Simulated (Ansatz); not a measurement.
# K2MoO4 (C2/m): the host for defect calculations, part 4 of 4

Aim: the runs on the perfect crystal K2MoO4 (C2/m) that a defect calculation needs first.

Ansatz 0.2.0; plane-wave PAW DFT, PBEsol; relaxation of the host's cell and atoms (the session's first sound run).

So far. Step 3 (Dielectric tensors of the host): The principal values of the electronic dielectric tensor are 2.71, 2.72 and 2.75. The principal values of the static dielectric tensor are 5.40, 6.48 and 13.84.

## Step 7: Defect free supercell relaxed from displaced atoms

This step: plane-wave PAW DFT, PBEsol; relaxation of the defect-free supercell from random displacements, a test of the host's stability (Ansatz 0.2.0).

Input file pristine.rattled/input.yaml:

```yaml
crystal:
  lattice:
    - [-3.2427604863, 6.0559036979, 6.760402074]
    - [9.0488679841, 0.0, 6.7382876702]
    - [12.2916284704, 6.0559036979, -0.0221144038]
  atoms:
    - { symbol: K, position: [0.1376159315, 0.6272307276, 0.3623840685] }
    - { symbol: K, position: [0.1376159315, 0.6272307276, 0.8623840685] }
    - { symbol: K, position: [0.6376159315, 0.1272307276, 0.3623840685] }
    - { symbol: K, position: [0.6376159315, 0.1272307276, 0.8623840685] }
    - { symbol: K, position: [0.3623840685, 0.8727692724, 0.1376159315] }
    - { symbol: K, position: [0.3623840685, 0.8727692724, 0.6376159315] }
    - { symbol: K, position: [0.8623840685, 0.3727692724, 0.1376159315] }
    - { symbol: K, position: [0.8623840685, 0.3727692724, 0.6376159315] }
    - { symbol: K, position: [0.2037217892, 0.0473159383, 0.2962782108] }
    - { symbol: K, position: [0.2037217892, 0.0473159383, 0.7962782108] }
    - { symbol: K, position: [0.7037217892, 0.5473159383, 0.2962782108] }
    - { symbol: K, position: [0.7037217892, 0.5473159383, 0.7962782108] }
    - { symbol: K, position: [0.2962782108, 0.4526840617, 0.2037217892] }
    - { symbol: K, position: [0.2962782108, 0.4526840617, 0.7037217892] }
    - { symbol: K, position: [0.7962782108, 0.9526840617, 0.2037217892] }
    - { symbol: K, position: [0.7962782108, 0.9526840617, 0.7037217892] }
    - { symbol: Mo, position: [0.4750471373, 0.2994183099, 0.0249528627] }
    - { symbol: Mo, position: [0.4750471373, 0.2994183099, 0.5249528627] }
    - { symbol: Mo, position: [0.9750471373, 0.7994183099, 0.0249528627] }
    - { symbol: Mo, position: [0.9750471373, 0.7994183099, 0.5249528627] }
    - { symbol: Mo, position: [0.0249528627, 0.2005816901, 0.4750471373] }
    - { symbol: Mo, position: [0.0249528627, 0.2005816901, 0.9750471373] }
    - { symbol: Mo, position: [0.5249528627, 0.7005816901, 0.4750471373] }
    - { symbol: Mo, position: [0.5249528627, 0.7005816901, 0.9750471373] }
    - { symbol: O, position: [0.4143617626, 0.5109692439, 0.3469458855] }
    - { symbol: O, position: [0.4143617626, 0.5109692439, 0.8469458855] }
    - { symbol: O, position: [0.9143617626, 0.0109692439, 0.3469458855] }
    - { symbol: O, position: [0.9143617626, 0.0109692439, 0.8469458855] }
    - { symbol: O, position: [0.3469458855, 0.7277231081, 0.4143617626] }
    - { symbol: O, position: [0.3469458855, 0.7277231081, 0.9143617626] }
    - { symbol: O, position: [0.8469458855, 0.2277231081, 0.4143617626] }
    - { symbol: O, position: [0.8469458855, 0.2277231081, 0.9143617626] }
    - { symbol: O, position: [0.0856382374, 0.9890307561, 0.1530541145] }
    - { symbol: O, position: [0.0856382374, 0.9890307561, 0.6530541145] }
    - { symbol: O, position: [0.5856382374, 0.4890307561, 0.1530541145] }
    - { symbol: O, position: [0.5856382374, 0.4890307561, 0.6530541145] }
    - { symbol: O, position: [0.1530541145, 0.7722768919, 0.0856382374] }
    - { symbol: O, position: [0.1530541145, 0.7722768919, 0.5856382374] }
    - { symbol: O, position: [0.6530541145, 0.2722768919, 0.0856382374] }
    - { symbol: O, position: [0.6530541145, 0.2722768919, 0.5856382374] }
    - { symbol: O, position: [0.1365659233, 0.2246725225, 0.3634340767] }
    - { symbol: O, position: [0.1365659233, 0.2246725225, 0.8634340767] }
    - { symbol: O, position: [0.6365659233, 0.7246725225, 0.3634340767] }
    - { symbol: O, position: [0.6365659233, 0.7246725225, 0.8634340767] }
    - { symbol: O, position: [0.3634340767, 0.2753274775, 0.1365659233] }
    - { symbol: O, position: [0.3634340767, 0.2753274775, 0.6365659233] }
    - { symbol: O, position: [0.8634340767, 0.7753274775, 0.1365659233] }
    - { symbol: O, position: [0.8634340767, 0.7753274775, 0.6365659233] }
    - { symbol: O, position: [0.4753479877, 0.1423992758, 0.0246520123] }
    - { symbol: O, position: [0.4753479877, 0.1423992758, 0.5246520123] }
    - { symbol: O, position: [0.9753479877, 0.6423992758, 0.0246520123] }
    - { symbol: O, position: [0.9753479877, 0.6423992758, 0.5246520123] }
    - { symbol: O, position: [0.0246520123, 0.3576007242, 0.4753479877] }
    - { symbol: O, position: [0.0246520123, 0.3576007242, 0.9753479877] }
    - { symbol: O, position: [0.5246520123, 0.8576007242, 0.4753479877] }
    - { symbol: O, position: [0.5246520123, 0.8576007242, 0.9753479877] }
basis:
  ecutwfc: 420
  xc_grid: 2
hamiltonian:
  xc: pbesol
kpoints:
  mp_grid: { grid: [1, 1, 1], shift: [0.25, 0.25, 0.25] }
scf:
  occupations: { method: fermi_dirac, width: 0.01 }
  max_iter: 80
output:
  forces: true
relax:
  f_tol: 0.01
  max_steps: 120
  random_displacement: { amplitude: 0.08, seed: 2064 }
checkpoint:
  write: "../pristine.rattled.run"
  compress: false
  write_wavefunctions: false
  write_every: 100000
```

Started as:

```
$ ansatz run input.yaml --threads 4 --pin off --max-ram 14131MiB --backend cpu --events-out ev --progress --plain --runs-dir out
```

Numbers of over 12 decimals in the logs are rounded to 6 here.

Output:

```text
[...]
Crystal: 56 atoms, lattice volume = 1005.578 Å³
Basis set: ecut = 420 eV, 19613 PW (Γ), exchange–correlation on 144×160×192 points (8 copies of the dense FFT grid, shifted against one another)
Bands: 280, of which v1, the nominal top of the filled ones, is band 224 counted from 1 (223 counted from 0)
Symmetry: 1 space group operations
k-points: 1
[...]
SCF iter   1: F=—  HF=-81418.075562 eV  |F-HF|=—  |Δ(HF+E_count)|=         —  Δρ=1.15e-2  dr2=1.20e0  ethr=1.77e-3  ⟨swp⟩=6.0  Hψ=1125  notcnv=0
[...]
SCF iter  10: F=-81417.824982 eV  HF=-81417.824982 eV  |F-HF|=1.71e-7  |Δ(HF+E_count)|=   9.82e-8  Δρ=3.98e-6  dr2=1.80e-7  ethr=5.58e-10  ⟨swp⟩=3.0  Hψ=715  notcnv=0
SCF 1 converged in 10 iterations: F = -81417.824982 eV  dr2 = 1.80e-7
[...]
relax step   1: F+E_penalty+E_count = -81417.82498194 eV  Δ(F+E_penalty+E_count) = +0.000e0 eV  max|allowed force component| = 7.101e0 eV/Å  Δτ_max = 0.0000 Å  (10 SCF iters, dr2 threshold 2.50e-6 eV, accepted)
[...]
relax step   2: F+E_penalty+E_count = -81420.68139675 eV  Δ(F+E_penalty+E_count) = -2.856e0 eV  max|allowed force component| = 1.973e0 eV/Å  Δτ_max = 0.1948 Å  (8 SCF iters, dr2 threshold 1.00e-4 eV, accepted)
relax step   3: F+E_penalty+E_count = -81421.20458709 eV  Δ(F+E_penalty+E_count) = -5.232e-1 eV  max|allowed force component| = 9.821e-2 eV/Å  Δτ_max = 0.1712 Å  (8 SCF iters, dr2 threshold 1.00e-4 eV, accepted)
relax step   4: F+E_penalty+E_count = -81421.21276648 eV  Δ(F+E_penalty+E_count) = -8.179e-3 eV  max|allowed force component| = 4.533e-2 eV/Å  Δτ_max = 0.0655 Å  (8 SCF iters, dr2 threshold 6.03e-7 eV, accepted)
relax step   5: F+E_penalty+E_count = -81421.21535128 eV  Δ(F+E_penalty+E_count) = -2.585e-3 eV  max|allowed force component| = 2.994e-3 eV/Å  Δτ_max = 0.0246 Å  (9 SCF iters, dr2 threshold 1.28e-7 eV, accepted)
relax step   6: F+E_penalty+E_count = -81421.21535129 eV  Δ(F+E_penalty+E_count) = -1.682e-8 eV  max|allowed force component| = 2.957e-3 eV/Å  Δτ_max = 0.0000 Å  (2 SCF iters, accepted)
relax step   7: F+E_penalty+E_count = -81421.21568582 eV  Δ(F+E_penalty+E_count) = -3.345e-4 eV  max|allowed force component| = 1.395e-2 eV/Å  Δτ_max = 0.0117 Å  (7 SCF iters, accepted)
relax step   8: F+E_penalty+E_count = -81421.21572078 eV  Δ(F+E_penalty+E_count) = -3.496e-5 eV  max|allowed force component| = 5.658e-3 eV/Å  Δτ_max = 0.0040 Å  (7 SCF iters, dr2 threshold 1.90e-7 eV, accepted)
[...]
SCF iter   2: F=-81421.215721 eV  HF=-81421.215721 eV  |F-HF|=1.91e-9  |Δ(HF+E_count)|=   8.40e-5  Δρ=5.37e-7  dr2=3.58e-9  ethr=2.01e-12  ⟨swp⟩=3.0  Hψ=692  notcnv=0
SCF 9 converged in 2 iterations: F = -81421.215721 eV  dr2 = 3.58e-9
relax step   9: F+E_penalty+E_count = -81421.21572079 eV  Δ(F+E_penalty+E_count) = -2.590e-9 eV  max|allowed force component| = 5.669e-3 eV/Å  Δτ_max = 0.0000 Å  (2 SCF iters, accepted)
SCF converged after 2 iterations
Free energy (F): -81421.215721 eV
[...]
Internal energy: -81421.215721 eV  (E = F + TS)
E sigma→0 (E₀):  -81421.215721 eV
Fermi energy:    5.684640 eV
[...]
--- Forces (eV/Å), atoms counted from 1 ---
  atom   1  K     -0.00161446    -0.00070055    -0.00099167
  atom   2  K      0.00019332     0.00164928    -0.00091627
  atom   3  K     -0.00037489    -0.00081500    -0.00019458
  atom   4  K     -0.00057672    -0.00079309    -0.00131360
  atom   5  K     -0.00023167     0.00005535     0.00108606
  atom   6  K      0.00072035    -0.00079473     0.00132222
  atom   7  K      0.00169559    -0.00099550     0.00105982
  atom   8  K      0.00030615     0.00163022     0.00041731
  atom   9  K     -0.00047714     0.00057655     0.00164857
  atom  10  K     -0.00056866    -0.00039985     0.00049574
  atom  11  K     -0.00199966    -0.00155148    -0.00086238
  atom  12  K     -0.00029285     0.00121406    -0.00019940
  atom  13  K      0.00068219    -0.00075364     0.00014460
  atom  14  K      0.00003489     0.00178683    -0.00142409
  atom  15  K      0.00024408     0.00053923     0.00061055
  atom  16  K      0.00201509    -0.00047993    -0.00026444
  atom  17  Mo     0.00413766     0.00566877    -0.00203204
  atom  18  Mo    -0.00030873    -0.00359511    -0.00012016
  atom  19  Mo    -0.00371399    -0.00277782    -0.00048880
  atom  20  Mo    -0.00047619     0.00498390    -0.00188228
  atom  21  Mo     0.00223316    -0.00390426     0.00355052
  atom  22  Mo    -0.00086496     0.00349627    -0.00025006
  atom  23  Mo    -0.00188811     0.00272148    -0.00030514
  atom  24  Mo     0.00151474    -0.00395527     0.00078324
  atom  25  O      0.00059997     0.00284817    -0.00071258
  atom  26  O     -0.00034048    -0.00323858     0.00236285
  atom  27  O     -0.00012061    -0.00072101    -0.00014103
  atom  28  O      0.00027048     0.00231826     0.00034015
  atom  29  O      0.00013466    -0.00030482     0.00052548
  atom  30  O      0.00022974     0.00327148     0.00060393
  atom  31  O     -0.00047827     0.00331495     0.00000815
  atom  32  O     -0.00069244    -0.00255014    -0.00059150
  atom  33  O      0.00026430    -0.00246627     0.00138749
  atom  34  O     -0.00039535     0.00204067    -0.00264819
  atom  35  O     -0.00014000     0.00159188    -0.00126280
  atom  36  O      0.00062691    -0.00239099     0.00070858
  atom  37  O     -0.00004847     0.00032939     0.00066592
  atom  38  O     -0.00060603    -0.00318194    -0.00063345
  atom  39  O      0.00023532    -0.00355203    -0.00133422
  atom  40  O      0.00027837     0.00136327     0.00074986
[...]
atom  45  O     -0.00298274     0.00039939     0.00198558
  atom  46  O      0.00135675    -0.00039633     0.00096899
  atom  47  O      0.00407025     0.00023185    -0.00151944
  atom  48  O     -0.00024354    -0.00071239     0.00011324
  atom  49  O     -0.00095431     0.00049389    -0.00014271
  atom  50  O     -0.00101551     0.00083560     0.00062743
  atom  51  O      0.00025949    -0.00022595     0.00149495
  atom  52  O      0.00147567    -0.00140128     0.00186087
  atom  53  O     -0.00065893    -0.00062379    -0.00159195
  atom  54  O      0.00055679     0.00018668    -0.00019001
  atom  55  O      0.00093378     0.00080565    -0.00084462
  atom  56  O      0.00037776     0.00022416    -0.00111338
  max |Σ_I F_I| component: 4.01e-6 eV/Å
--- Relaxed structure (9 steps of the walk, 9 accepted, 0 SCFs on fresh bases) ---
  F+E_penalty+E_count = -81421.21572079 eV   max|allowed force component| = 5.669e-3 eV/Å
  atoms:
    - { symbol: K, position: [0.136843, 0.627323, 0.362668] }
    - { symbol: K, position: [0.138655, 0.625472, 0.864483] }
    - { symbol: K, position: [0.638732, 0.125387, 0.364581] }
    - { symbol: K, position: [0.636857, 0.127293, 0.862647] }
    - { symbol: K, position: [0.363843, 0.870266, 0.139909] }
    - { symbol: K, position: [0.362011, 0.872145, 0.638037] }
    - { symbol: K, position: [0.862016, 0.372126, 0.137978] }
    - { symbol: K, position: [0.863817, 0.370337, 0.639830] }
    - { symbol: K, position: [0.205081, 0.045138, 0.298449] }
    - { symbol: K, position: [0.204510, 0.045746, 0.797844] }
    - { symbol: K, position: [0.704574, 0.545762, 0.297872] }
    - { symbol: K, position: [0.705084, 0.545197, 0.798408] }
    - { symbol: K, position: [0.295603, 0.452365, 0.204138] }
    - { symbol: K, position: [0.296108, 0.451964, 0.704601] }
    - { symbol: K, position: [0.796129, 0.951880, 0.204653] }
    - { symbol: K, position: [0.795616, 0.952384, 0.704095] }
    - { symbol: Mo, position: [0.474130, 0.299423, 0.025070] }
    - { symbol: Mo, position: [0.476193, 0.297361, 0.527138] }
    - { symbol: Mo, position: [0.976207, 0.797355, 0.027149] }
    - { symbol: Mo, position: [0.974180, 0.799440, 0.525070] }
    - { symbol: Mo, position: [0.026566, 0.198160, 0.477461] }
    - { symbol: Mo, position: [0.024516, 0.200232, 0.975373] }
    - { symbol: Mo, position: [0.524506, 0.700234, 0.475388] }
    - { symbol: Mo, position: [0.526517, 0.698137, 0.977497] }
    - { symbol: O, position: [0.412945, 0.507957, 0.348999] }
    - { symbol: O, position: [0.416277, 0.510973, 0.846725] }
    - { symbol: O, position: [0.916299, 0.010965, 0.346701] }
    - { symbol: O, position: [0.912964, 0.007913, 0.848984] }
    - { symbol: O, position: [0.346554, 0.723973, 0.417331] }
    - { symbol: O, position: [0.348775, 0.728083, 0.913995] }
    - { symbol: O, position: [0.848826, 0.228147, 0.413926] }
    - { symbol: O, position: [0.846561, 0.223964, 0.917345] }
    - { symbol: O, position: [0.087758, 0.989647, 0.153525] }
    - { symbol: O, position: [0.084368, 0.986623, 0.655822] }
    - { symbol: O, position: [0.584359, 0.486588, 0.155852] }
    - { symbol: O, position: [0.587750, 0.489654, 0.653536] }
    - { symbol: O, position: [0.154151, 0.773596, 0.085230] }
    - { symbol: O, position: [0.151904, 0.769602, 0.588512] }
    - { symbol: O, position: [0.651884, 0.269501, 0.088536] }
    - { symbol: O, position: [0.654158, 0.273586, 0.585193] }
    - { symbol: O, position: [0.140765, 0.219447, 0.368548] }
    - { symbol: O, position: [0.134189, 0.226025, 0.861924] }
    - { symbol: O, position: [0.634221, 0.725983, 0.361983] }
    - { symbol: O, position: [0.640658, 0.719484, 0.868525] }
    - { symbol: O, position: [0.359991, 0.278058, 0.134064] }
    - { symbol: O, position: [0.366535, 0.271542, 0.640602] }
    - { symbol: O, position: [0.866499, 0.771632, 0.140536] }
    - { symbol: O, position: [0.860056, 0.778075, 0.634066] }
    - { symbol: O, position: [0.473621, 0.142910, 0.024330] }
    - { symbol: O, position: [0.478500, 0.138015, 0.529245] }
    - { symbol: O, position: [0.978564, 0.637920, 0.029345] }
    - { symbol: O, position: [0.973769, 0.642811, 0.524437] }
    - { symbol: O, position: [0.027091, 0.354686, 0.478195] }
    - { symbol: O, position: [0.022155, 0.359623, 0.973222] }
    - { symbol: O, position: [0.522153, 0.859633, 0.473224] }
    - { symbol: O, position: [0.527038, 0.854676, 0.978211] }
```

Wall time 79 s (4 threads of Arm Neoverse V2, shared host); peak memory 1.8 GiB.

Relaxation path:

| step | energy less that of the first step (eV) | largest force component (eV/Å) |
| --- | --- | --- |
| 1 | 0.0000 | 7.1007 |
| 2 | -2.8564 | 1.9726 |
| 3 | -3.3796 | 0.0982 |
| 4 | -3.3878 | 0.0453 |
| 5 | -3.3904 | 0.0030 |
| 6 | -3.3904 | 0.0030 |
| 7 | -3.3907 | 0.0140 |
| 8 | -3.3907 | 0.0057 |
| 9 | -3.3907 | 0.0057 |

The atoms that moved most (Å, from the sites as typed, ahead of the random displacement, the mean shift of all atoms taken out):

| atom | dx | dy | dz | length |
| --- | --- | --- | --- | --- |
| O41 | -0.002 | 0.047 | -0.001 | 0.047 |
| O44 | -0.001 | 0.046 | -0.002 | 0.046 |
| O45 | 0.002 | -0.046 | 0.001 | 0.046 |
| O48 | 0.002 | -0.045 | 0.002 | 0.045 |
| O51 | 0.003 | 0.038 | -0.003 | 0.038 |
| O54 | -0.003 | -0.038 | 0.003 | 0.038 |
| O55 | -0.003 | -0.038 | 0.003 | 0.038 |
| O50 | 0.003 | 0.037 | -0.003 | 0.037 |

The relaxation ends 61 meV an atom lower than the displaced start, with a largest force component of 0.0057 eV/Å.

## Step 8: Results

```
primitive cell vectors, lengths                                      : 6.851, 6.851, 7.498 Å
electronic dielectric constant                                       : principal values (2.71, 2.72, 2.75)
static dielectric constant                                           : principal values (5.40, 6.48, 13.84)
gap on the k-mesh of the response run (PBEsol)                       : 4.35 eV
supercell relaxed in its symmetry less the displaced and relaxed one : 0.000 eV
energy an atom at one point at (¼, ¼, ¼) less that on the dense mesh : 0.000 eV
```

**Reading.** Step 7: The energy fell by 3.391 eV from the randomly displaced start; against the sites as typed, O41 ends farthest off, by 0.05 Å, once the mean shift is taken out. The displaced cell ends within 0.01 eV of the symmetric one relaxed in its symmetry, so no lower structure shows in this supercell. The k-mesh can miss the band edges, so this gap is an upper bound at this level. All at zero temperature.

[Logs are printed without paths, hosts, clocks, repeated set-up lines and the standing remarks that a program may print on its own settings, such as how far it seeks lower states.]

[Hosts, paths, dates, database ids (printed as entryN), source tags and the programs' standing remarks are cut or masked in the printed files.]

[Runs of the host that timed out are not shown.]

[For some hosts the program warned that the k-mesh of the response run may be too coarse for force constants and the static dielectric constant; such warnings are not always shown.]
